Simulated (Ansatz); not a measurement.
# Cd2H2ClO2F: complex band structure, part 2 of 3

Wanted: the relaxed cell of Cd2H2ClO2F, its band edges and its decay constants. It is built by putting F for part of the Cl in the CdHClO structure of space group P6_3mc, with the volume rescaled by atomic radii. The parent structure comes from the Materials Project.

Ansatz 0.2.0; PBE DFT, plane waves, PAW files (the session's first sound run).

So far. Step 2 (Relaxing the new crystal): The largest force component on a free atom ends at 0.0025 eV/Å.

The structure was built from a prototype and need not be the compound's stable phase.

### 3. The bulk crystal and its band edges

The energy window and the wavevectors of the next steps follow from the band edges, so these are searched first, off the mesh as well.

Input file input.yaml:

```yaml
crystal:
  lattice:
    - [3.645043577, 0.0, 0.0]
    - [-1.8225217885, 3.1567003356, 0.0]
    - [0.0, 0.0, 10.0374133286]
  atoms:
    - { symbol: Cd, position: [0.6666666667, 0.3333333333, 0.4801773031] }
    - { symbol: Cd, position: [0.3333333333, 0.6666666667, 1.0225077552] }
    - { symbol: H, position: [0.0, 0.0, 0.2948985126] }
    - { symbol: H, position: [0.0, 0.0, 0.8399991204] }
    - { symbol: F, position: [0.6666666667, 0.3333333333, 0.1421502189] }
    - { symbol: Cl, position: [0.3333333333, 0.6666666667, 0.6502470454] }
    - { symbol: O, position: [0.0, 0.0, 0.3919617775] }
    - { symbol: O, position: [0.0, 0.0, 0.9372362668] }
kpoints:
  mp_grid: { grid: [8, 8, 4] }
  band_path: { path: [VBM, CBM], npoints: 30 }
scf:
  occupations: { method: fixed }
hamiltonian:
  xc: pbe
output:
  eigenvalues: true
  write_potential: true
  write_density: true
  volumetric_format: npy
  elf: true
```

The run is started by

```bash
> ansatz run input.yaml --threads 2 --pin off --max-ram 4096MiB --backend cpu --events-out ev --progress --plain --runs-dir out
```

Numbers of over 12 decimals in the logs are rounded to 6 here.

The log of the run:

```text
[...]
Crystal: 8 atoms, lattice volume = 115.494 Å³
Basis set: ecut = 420 eV, 2217 PW (Γ)
Bands: 42, of which v1, the nominal top of the filled ones, is band 34 counted from 1 (33 counted from 0)
Symmetry: 6 space group operations
[...]
k-points: 35 of 256 (time reversal used)
[...]
SCF iter   1: F=—  HF=-19565.930979 eV  |F-HF|=—  |Δ(HF+E_count)|=         —  Δρ=2.20e-3  dr2=7.04e-3  ethr=1.77e-3  ⟨swp⟩=4.9  Hψ=4683  notcnv=0  defer=210
[...]
SCF iter   8: F=-19565.930699 eV  HF=-19565.930699 eV  |F-HF|=5.94e-9  |Δ(HF+E_count)|=   1.74e-7  Δρ=6.62e-6  dr2=4.51e-8  ethr=1.47e-10  ⟨swp⟩=9.4  Hψ=5414  notcnv=0
SCF 1 converged in 8 iterations: F = -19565.930699 eV  dr2 = 4.51e-8
[...]
NSCF: frozen V_eff on 34 k-points
[...]
SCF converged after 8 iterations
Free energy (F): -19565.930699 eV
[...]
Internal energy: -19565.930699 eV  (E = F + TS)
E sigma→0 (E₀):  -19565.930699 eV
Fermi energy:    4.620669 eV
[...]
--- Band table (eV; the first three rows and the last of 35) ---
  k-point 0: bands = [... 30 lower, 4.3067, 4.3067, 4.6207, 4.6207, 6.7884, 8.7643, 10.1712, 11.4157, ... 4 higher]
  k-point 1: bands = [... 30 lower, 4.3121, 4.3121, 4.6183, 4.6183, 6.9946, 8.3565, 10.5326, 11.3454, ... 4 higher]
  k-point 2: bands = [... 30 lower, 4.3178, 4.3178, 4.6158, 4.6158, 7.3551, 7.8611, 10.9508, 11.1533, ... 4 higher]
  k-point 34: bands = [... 30 lower, 2.8663, 3.3588, 3.8664, 4.2945, 10.4599, 10.9574, 12.2044, 12.8701, ... 4 higher]
```

Elapsed: 16 s, on 2 threads of Intel Xeon Platinum 8375C at 2.90GHz (Ice Lake), shared host; peak memory 0.51 GiB.

This step gave:

```
free energy         : -19565.9307 eV
Fermi energy        : 4.621 eV
gap on the k-mesh   : 2.168 eV
gap on path         : 2.168 eV, by band count; negative where bands overlap
direct gap on path  : 2.168 eV
edge places on path : 0, 0 1/A along the path
```

Levels at VBM (eV): -6.84, -6.61, -6.43, -6.43, -6.34, -6.34, -5.83, -5.83, -5.64, -5.64, -4.59, -4.46, -2.49, -1.85, -1.85, -1.79, -0.72, -0.72, -0.31, -0.31, 0.00, 0.00, 2.17, 4.14, 5.55, 6.80.

Valence density in the ac plane at fractional y = 0.000, with atoms of H and O within 0.2 Å of it. It is the smooth field of the valence electrons, not physical close to the nuclei.

Ten steps, logarithmic in the rise over the least value, from '_' (0.0 e/Å³) to '@' (6.9 e/Å³), each cell a mean:
```
@@%%##==--::::::::::--++##%%
@@@@##++--::......::--++%%@@
%%##**--::..______..::==**%%
##**==::..__________..::==**
==--::..______________..::--
....______........________..
______....::::::::::..______
______..::----------::..____
______..::--====----::..____
______..::--------::::..____
______..::::------::....____
::......::::------::::....::
++++==--::----------::--==++
@@%%**==--::::::::::--++##%%
@@@@##++--::......::--++%%@@
%%##**==::..______..::==**%%
##**==::..__________..::==**
==--::..______________..::==
....________....__________..
________....::::::..________
________..::::::::::..______
______....::----::::..______
::::....::::------::::....::
++++==--::----------::--==++
```
Columns run along a (3.6 Å), rows up along c (10.0 Å). Atoms in or near the plane, at fractional coordinates: H at (0.00, 0.29), H at (0.00, 0.84), O at (0.00, 0.39), O at (0.00, 0.94).

ELF in the ac plane at fractional y = 0.000, with atoms of H and O within 0.2 Å of it. It is the smooth field of the valence electrons, not physical close to the nuclei.

Ten even steps from '0' (0.01) to '9' (0.97), each cell a mean:
```
67862111113787
36874100014775
88753100013678
99731000001489
87410000000158
21000233310001
00013567653100
00035788775200
00035778765200
00013455442100
00001111110000
11000111100011
66521111111356
67862111113787
36874100015885
77753100013677
99731000001489
98510000000269
32000011100002
00001233210000
00000122210000
00000000000000
22100011100012
77521111101367
```
Columns run along a (3.6 Å), rows up along c (10.0 Å). Atoms in or near the plane, at fractional coordinates: H at (0.00, 0.29), H at (0.00, 0.84), O at (0.00, 0.39), O at (0.00, 0.94).

Electrostatic potential energy in the ac plane at fractional y = 0.000, with atoms of H and O within 0.2 Å of it. With pseudopotentials it is smooth inside the atoms' cores, unlike the true potential.

Ten even steps from '_' (-37 eV) to '@' (11 eV), each cell a mean:
```
__..++@@@@%%%%%%%%@@@@%%==..
____--@@@@@@@@@@@@@@@@##::__
__--##@@@@@@@@@@@@@@@@@@**::
__--%%@@@@@@@@@@@@@@@@@@##::
++##%%@@@@@@@@@@@@@@@@@@%%**
@@@@@@@@@@@@@@@@@@@@@@@@@@@@
@@@@@@@@@@@@@@@@@@@@@@@@@@@@
@@@@@@@@@@@@@@@@@@@@@@@@@@@@
@@@@@@@@@@@@@@%%@@@@@@@@@@@@
@@@@@@@@@@@@@@@@@@@@@@@@@@@@
@@@@@@@@@@@@%%%%%%@@@@@@@@@@
@@@@@@@@@@%%%%##%%%%@@@@@@@@
##%%@@@@%%%%######%%@@@@@@%%
..::**@@@@%%%%%%%%@@@@%%++..
____--%%@@@@@@@@@@@@@@##::__
__::**@@@@@@@@@@@@@@@@%%++::
__--%%@@@@@@@@@@@@@@@@@@##::
==**%%@@@@@@@@@@@@@@@@@@%%++
@@@@@@@@@@@@@@@@@@@@@@@@@@@@
@@@@@@@@@@@@@@@@@@@@@@@@@@@@
@@@@@@@@@@@@@@@@@@@@@@@@@@@@
@@@@@@@@@@@@@@%%@@@@@@@@@@@@
@@@@@@@@@@%%%%##%%%%@@@@@@@@
##%%@@@@@@%%######%%@@@@@@%%
```
Columns run along a (3.6 Å; values clipped at the 3rd and 97th percentile), rows up along c (10.0 Å). Atoms in or near the plane, at fractional coordinates: H at (0.00, 0.29), H at (0.00, 0.84), O at (0.00, 0.39), O at (0.00, 0.94).

The searched edges give 2.17 eV, as on the mesh.

### 4. Complex bands, plane (001), k-mesh 8×8×4

This step: PBE DFT, plane waves, PAW files; complex bands by layer matching along the plane's normal (Ansatz 0.2.0).

The same crystal is laid in a cell whose first two vectors span the (001) plane (indices of the standard conventional cell, whose axes can be ordered otherwise than in the bulk input). At fixed energy and wavevector in the plane the solver finds all kz, real and complex. A few wavevectors are listed, (0, 0) and (0.5, 0) in units of the plane's reciprocal vectors; the slowest state needn't be among them.

Input file input.yaml:

```yaml
crystal:
  lattice:
    - [3.645043577, 0.0, 0.0]
    - [1.822521789, 3.156700336, 0.0]
    - [0.0, 0.0, 10.037413329]
  atoms:
    - { symbol: Cd, position: [0.3333333333, 0.3333333333, 0.4801773031] }
    - { symbol: Cd, position: [0.6666666667, 0.6666666667, 0.0225077552] }
    - { symbol: H, position: [0.0, 0.0, 0.2948985126] }
    - { symbol: H, position: [0.0, 0.0, 0.8399991204] }
    - { symbol: F, position: [0.3333333333, 0.3333333333, 0.1421502189] }
    - { symbol: Cl, position: [0.6666666667, 0.6666666667, 0.6502470454] }
    - { symbol: O, position: [0.0, 0.0, 0.3919617775] }
    - { symbol: O, position: [0.0, 0.0, 0.9372362668] }
kpoints:
  mp_grid: { grid: [8, 8, 4] }
scf:
  occupations: { method: fixed }
hamiltonian:
  xc: pbe
output:
  eigenvalues: true
  transmission:
    leads: [[0, 0]]
    kpoints: [[0.0, 0.0], [0.5, 0.0]]
    e_range: [-1.0, 3.17]
    de: 0.07
```

The log of the run:

```text
[...]
Crystal: 8 atoms, lattice volume = 115.494 Å³
Basis set: ecut = 420 eV, 2217 PW (Γ)
Bands: 42, of which v1, the nominal top of the filled ones, is band 34 counted from 1 (33 counted from 0)
Symmetry: 6 space group operations
[...]
k-points: 35 of 256 (time reversal used)
[...]
SCF iter   1: F=—  HF=-19565.930974 eV  |F-HF|=—  |Δ(HF+E_count)|=         —  Δρ=2.20e-3  dr2=7.04e-3  ethr=1.77e-3  ⟨swp⟩=4.9  Hψ=4683  notcnv=0  defer=210
[...]
SCF iter   8: F=-19565.930699 eV  HF=-19565.930699 eV  |F-HF|=5.93e-9  |Δ(HF+E_count)|=   1.74e-7  Δρ=6.63e-6  dr2=4.51e-8  ethr=1.47e-10  ⟨swp⟩=9.4  Hψ=5413  notcnv=0
SCF 1 converged in 8 iterations: F = -19565.930699 eV  dr2 = 4.51e-8
[...]
transmission: 13 of 26 steps passed
transmission: 26 of 26 steps passed
SCF converged after 8 iterations
Free energy (F): -19565.930699 eV
[...]
Internal energy: -19565.930699 eV  (E = F + TS)
E sigma→0 (E₀):  -19565.930699 eV
Fermi energy:    4.620669 eV
[...]
--- Band table (eV; the first three rows and the last of 35) ---
  k-point 0: bands = [... 30 lower, 4.3067, 4.3067, 4.6207, 4.6207, 6.7884, 8.7643, 10.1712, 11.4157, ... 4 higher]
  k-point 1: bands = [... 30 lower, 4.3121, 4.3121, 4.6183, 4.6183, 6.9946, 8.3565, 10.5326, 11.3454, ... 4 higher]
  k-point 2: bands = [... 30 lower, 4.3178, 4.3178, 4.6158, 4.6158, 7.3551, 7.8611, 10.9508, 11.1533, ... 4 higher]
  k-point 34: bands = [... 30 lower, 2.8663, 3.3588, 3.8664, 4.2945, 10.4599, 10.9574, 12.2044, 12.8701, ... 4 higher]
--- Transmission ---
  basis      : 97 plane waves across, 13 finite elements along
  points     : 2, as listed
  energies   : 60 from -1.000000 to 3.130000 eV about the Fermi level, 0.070000 eV apart; the leads are filled to 1.083841 eV, and channels, transmission and decay are at 1.100000 eV
  crystal 0  : H2O2Cd2F1Cl1, at the sites [0, 0], period 10.0374 Å: whole cells are its period
    offset         : up to 0.0000 Å between an atom of the period and one for which it stands
    channels       : 0.000000e0 a spin
    conductance    : none, the energies end too early or step too widely for 300 K: set another output.transmission.e_range or a lower de, or, where they end at an eighth of basis.ecutwfc, a higher one
    slowest decay  : 0.2986 /Å at (0.0000, 0.0000)
```

Run time: 9.6 s. Hardware: 2 threads; peak memory 0.51 GiB.

Numbers from this step:

- level to which the leads are filled: 1.084 eV from the Fermi level
- decay constant at the filling level, zone centre: 0.2986 Å⁻¹
- decay constant at the filling level, slowest listed point: 0.2986 Å⁻¹

K parallel (0, 0); values up to 1.5 1/Å, a degenerate pair printed once or twice; energies at which all values exceed this have no row. The Im kz of the slowest decaying states by energy, zero at the highest filled level on the SCF mesh:

| energy (eV) | decay 1 (Å⁻¹) | decay 2 (Å⁻¹) | decay 3 (Å⁻¹) | decay 4 (Å⁻¹) |
| --- | --- | --- | --- | --- |
| -1.00 | 0.306 | 0.552 | 0.978 | 1.46 |
| -0.86 | 0.320 | 0.462 | 0.978 | 1.46 |
| -0.65 | 0.336 | 0.351 | 0.979 | 1.46 |
| -0.51 | 0.343 | 0.394 | 0.978 | 1.46 |
| -0.37 | 0.305 | 0.348 | 0.978 | 1.46 |
| -0.16 | 0.352 | 0.376 | 0.976 | 1.46 |
| -0.02 | 0.256 | 0.352 | 0.975 | 1.47 |
| 0.19 | 0.350 | 0.593 | 0.972 | 1.47 |
| 0.33 | 0.346 | 0.697 | 0.970 | 1.47 |
| 0.47 | 0.341 | 0.775 | 0.967 | 1.46 |
| 0.68 | 0.331 | 0.868 | 0.963 | 1.46 |
| 0.82 | 0.322 | 0.919 | 0.960 | 1.45 |
| 0.96 | 0.311 | 0.956 | 0.966 | 1.45 |
| 1.17 | 0.292 | 0.951 | 1.03 | 1.44 |
| 1.31 | 0.276 | 0.947 | 1.06 | 1.44 |
| 1.45 | 0.257 | 0.943 | 1.10 | 1.43 |
| 1.66 | 0.222 | 0.936 | 1.14 | 1.42 |
| 1.80 | 0.192 | 0.931 | 1.17 | 1.42 |
| 1.94 | 0.154 | 0.926 | 1.19 | 1.42 |
| 2.15 | 0.0437 | 0.918 | 1.22 | 1.41 |
| 2.29 | 0.912 | 1.24 | 1.40 | - |
| 2.50 | 0.903 | 1.26 | 1.40 | - |
| 2.64 | 0.897 | 1.26 | 1.39 | - |
| 2.78 | 0.035 | 0.890 | 1.27 | 1.39 |
| 2.99 | 0.0585 | 0.879 | 1.27 | 1.39 |
| 3.13 | 0.0474 | 0.872 | 1.28 | 1.38 |

K parallel (0.5, 0); values up to 1.5 1/Å, a degenerate pair printed once or twice; energies at which all values exceed this have no row. Im kz of the slowest decaying states against energy, zero at the highest filled level on the SCF mesh:

| energy (eV) | decay 1 (Å⁻¹) | decay 2 (Å⁻¹) | decay 3 (Å⁻¹) | decay 4 (Å⁻¹) |
| --- | --- | --- | --- | --- |
| -1.00 | 0.178 | 0.379 | 0.495 | 1.25 |
| -0.79 | 0.327 | 0.527 | 1.26 | - |
| -0.58 | 0.240 | 0.554 | 1.27 | - |
| -0.37 | 0.256 | 0.333 | 0.578 | 1.28 |
| -0.16 | 0.391 | 0.599 | 1.29 | - |
| -0.02 | 0.365 | 0.421 | 0.611 | 1.30 |
| 0.05 | 0.422 | 0.434 | 0.617 | 1.31 |
| 0.26 | 0.468 | 0.535 | 0.634 | 1.32 |
| 0.47 | 0.495 | 0.611 | 0.649 | 1.33 |
| 0.68 | 0.517 | 0.663 | 0.670 | 1.35 |
| 0.89 | 0.536 | 0.677 | 0.718 | 1.37 |
| 1.10 | 0.552 | 0.689 | 0.759 | 1.40 |
| 1.24 | 0.560 | 0.697 | 0.783 | 1.42 |
| 1.45 | 0.572 | 0.709 | 0.815 | 1.44 |
| 1.66 | 0.581 | 0.722 | 0.843 | 1.44 |
| 1.87 | 0.589 | 0.735 | 0.868 | 1.42 |
| 2.08 | 0.595 | 0.751 | 0.890 | 1.39 |
| 2.29 | 0.600 | 0.770 | 0.910 | 1.36 |
| 2.50 | 0.603 | 0.796 | 0.928 | 1.33 |
| 2.71 | 0.605 | 0.837 | 0.945 | 1.28 |
| 2.92 | 0.606 | 0.936 | 0.959 | 1.20 |
| 3.13 | 0.606 | 0.934 | 0.973 | 1.28 |

At the listed wavevectors the last open channel is at -0.16 eV and the next at +2.22 eV on the grid. At +1.10 eV, the grid energy nearest the filling level (the middle of the gap on the SCF mesh), the slowest state at the listed wavevectors decays with κ = 0.299 Å⁻¹, its amplitude falling by e over 3.3 Å. Through 1 nm of this crystal that state's transmission falls by exp(−2 × 0.299 Å⁻¹ × 10 Å) = 0.0025.

(Part 2 of 3 ends here.)

[Logs are printed without paths, hosts, clocks, repeated set-up lines and the standing remarks that a program may print on its own settings, such as how far it seeks lower states.]

[Hosts, paths, dates, database ids (printed as entryN), source tags and the programs' standing remarks are cut or masked in the printed files.]
